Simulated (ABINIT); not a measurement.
## A GW run on Sr2FeH6 (Fm-3m) in ABINIT, with inputs changed

Aim: change inputs of a GW run on Sr2FeH6 (Fm-3m) and see what moves.

Program: ABINIT 10.8.3. Level of theory: LDA and many-body steps on it, plane waves. Results are calculated unless marked as measured.

This is a report of a sequence of runs, with most program output left out.

**1. Set-up**

It takes space group Fm-3m (No. 225, cubic). Conventional cell: a = 7.415 Å, b = 7.415 Å, c = 7.415 Å, α = 90.00°, β = 90.00°, γ = 90.00°. Sr has 12 H at 2.63 Å nearest. Nearest to Fe lie 6 H at 1.61 Å. Nearest to H lie 1 Fe at 1.61 Å and 4 H at 2.28 Å and 4 Sr at 2.63 Å. Farther neighbours are not listed.

The cell and positions are those that the Materials Project relaxed with its own functionals (PBE, PBE+U or r2SCAN), kept fixed.

**2. Screening, 2×2×2 mesh, 88 bands, screening to 114.3 eV**

This step: ABINIT 10.8.3; RPA screening on LDA, plane waves, norm-conserving pseudopotentials.

The RPA dielectric matrix is built and inverted for each q.

run.abi reads:

```
acell 3*1.0 Angstrom
rprim 
  -0.000000000000 3.707652250000 3.707652250000
  3.707652250000 -0.000000000000 3.707652250000
  3.707652250000 3.707652250000 -0.000000000000
ntypat 3
znucl 38 26 1
natom 9
typat 1 1 2 3 3 3 3 3 3
xred 
  0.750000000000 0.750000000000 0.750000000000
  0.250000000000 0.250000000000 0.250000000000
  0.000000000000 0.000000000000 0.000000000000
  0.782457990000 0.782457990000 0.217542010000
  0.217542010000 0.782457990000 0.217542010000
  0.782457990000 0.217542010000 0.217542010000
  0.217542010000 0.217542010000 0.782457990000
  0.782457990000 0.217542010000 0.782457990000
  0.217542010000 0.782457990000 0.782457990000
pp_dirpath "pseudos"
pseudos "Sr.upf, Fe.upf, H.upf"
ecut 39
ngkpt 2 2 2
nshiftk 1
shiftk 0 0 0
kptopt 1
chksymbreak 0
istwfk *1
occopt 1
irdwfk 1
optdriver 3
nband 88
ecuteps 4.2
inclvkb 2
awtr 1
symchi 1
indata_prefix "in"
outdata_prefix "out"
tmpdata_prefix "tmp"
```

On the command line:

```bash
$ OMP_NUM_THREADS=1 mpirun -n 4 abinit run.abi > log
```

It took 13 s on 4 MPI ranks of Arm Neoverse V1, shared host; peak memory 1.2 GiB.

This step gave:

```yaml
eps_infinity_with_local_fields_on_this_mesh_along_the_program_s_q_direction: 4.662
the_same_without_local_fields: 5.530
plasma_frequency: 23.84 eV
plane_waves_in_the_screening_matrix: 283
```

Local fields lower ε∞ by 16 %. On a Γ-centred mesh this coarse the value itself is usually too large, while a short band sum pulls it down.

**3. Base**

The self-energy is evaluated for the states that the input lists, and the levels follow from it, in one-shot runs by the linearised quasiparticle equation.

This step: G0W0 on LDA, plane waves, norm-conserving pseudopotentials.

Changes to run.abi since step 2:

```diff
@@ -30,8 +30,17 @@
 irdwfk 1
-optdriver 3
+optdriver 4
 nband 88
+gwcalctyp 0
+ecutsigx 39
+symsigma 1
+nkptgw 2
+kptgw 
+  0.0000000000 0.0000000000 0.0000000000
+  0.5000000000 0.5000000000 0.0000000000
+bdgw 
+  19 23
+  20 23
 ecuteps 4.2
-inclvkb 2
-awtr 1
-symchi 1
+irdscr 1
+ppmodel 1
 indata_prefix "in"
```

Run time: 7 s. Hardware: 4 MPI ranks; peak memory 1 GiB; 28 s of CPU time.

This step gave:

```
G0W0 gap on the points computed              : 2.056 eV
starting gap on the mesh                     : 1.014 eV
k of the valence top                         : 0, 0, 0
k of the conduction bottom                   : 0.5, 0.5, 0
Z at the valence top                         : 0.715
Z at the conduction bottom                   : 0.773
least direct G0W0 gap on the computed points : 2.111 eV
```

The gap on the mesh goes from 1.01 eV to 2.06 eV, a correction of +1.04 eV.

**4. No symmetry in the self-energy**

Changes to run.abi since step 3:

```diff
@@ -34,3 +34,3 @@
 ecutsigx 39
-symsigma 1
+symsigma 0
 nkptgw 2
```

Run time: 12 s. Hardware: 4 MPI ranks; peak memory 1 GiB.

This step gave:

```
G0W0 gap on the points computed              : 2.056 eV
starting gap on the mesh                     : 1.014 eV
k of the valence top                         : 0, 0, 0
k of the conduction bottom                   : 0.5, 0.5, 0
Z at the valence top                         : 0.715
Z at the conduction bottom                   : 0.773
least direct G0W0 gap on the computed points : 2.111 eV
```

Against G0W0 in ABINIT (2×2×2 mesh, 88 bands, screening to 114.3 eV, Godby-Needs plasmon pole), the gap moves by +0.000 eV.

**5. A keyword of another program**

Changes to run.abi since step 4:

```diff
@@ -34,3 +34,3 @@
 ecutsigx 39
-symsigma 0
+symsigma 1
 nkptgw 2
@@ -45,2 +45,3 @@
 ppmodel 1
+ecut_chi 100
 indata_prefix "in"
```

It took 0.73 s on 4 MPI ranks; peak memory 0.05 GiB.

The run stopped with an error after 0.73 s.

The program's words: Found token: `ECUT_CHI` in the input file. This name is not one of the registered input variable names (see Action: check your input file. Perhaps you mistyped the input variable, or specified "img", although this was not permitted for this input variable.

The fault put into this input: a keyword of another program.

**6. The runs together**

Times are wall times on 4 MPI ranks of Arm Neoverse V1, shared host, good to a factor of about two. A run's time includes the screening step that it read.

```tsv
run	mesh	bands	screening cutoff (eV)	DFT gap (eV)	gap on the mesh (eV)	direct (eV)	ε∞ used	time
base	2×2×2	88	114.3	1.014	2.056	2.111	4.66	20 s
no symmetry in the self-energy	2×2×2	88	114.3	1.014	2.056	2.111	4.66	24 s
```

**7. Outcome**

| Quantity | Value |
| --- | --- |
| base | 2.056 eV |
| no symmetry in the self-energy | 2.056 eV |
| known limits | not at the basis limit; no spin polarisation; d states lean on the start; no spin-orbit coupling; coarse k mesh |

**Reading.** No symmetry in the self-energy: no change against base (keys changed: symsigma). Bands and cutoff are finite, so the gap is not at the basis limit. The miss can reach some tenths of an eV and take either sign; the mesh is an error of its own. In the G0W0 runs levels were corrected at 2 k points alone, so a gap called «on the mesh» is the least over those, and an edge elsewhere would be missed. The 2×2×2 mesh is coarse for this cell, which bears on the long-range parts of exchange and screening. The runs have no spin polarisation. For a closed low-spin shell that is the natural state; where a d or f shell is open it is a constraint, and the gap is then not the crystal's own. With d states at the gap, one-shot GW leans hard on its start. The many-body steps are scalar-relativistic: spin-orbit coupling is not in them.

[Paths, hosts, dates, memory and timing lines, banners, echoed tables and standing remarks are left out of the program output.]

[Logs are printed without paths, hosts, clocks, repeated set-up lines and the standing remarks that a program may print on its own settings, such as how far it seeks lower states.]

[Runs of the session that timed out or met a known fault of the program may be left out.]

[Hosts, paths, dates, database ids (printed as entryN), source tags and the programs' standing remarks are cut or masked in the printed files.]

[G0W0 gaps are taken among the corrected bands and points alone; a level outside them can change the order at an edge.]

[Where Ansatz stands beside ABINIT at settings called matched, ABINIT's density can come from a denser mesh and the files from another edition; pairs whose starting gaps differed by over 0.03 eV were left out, so agreement reads better than it is.]
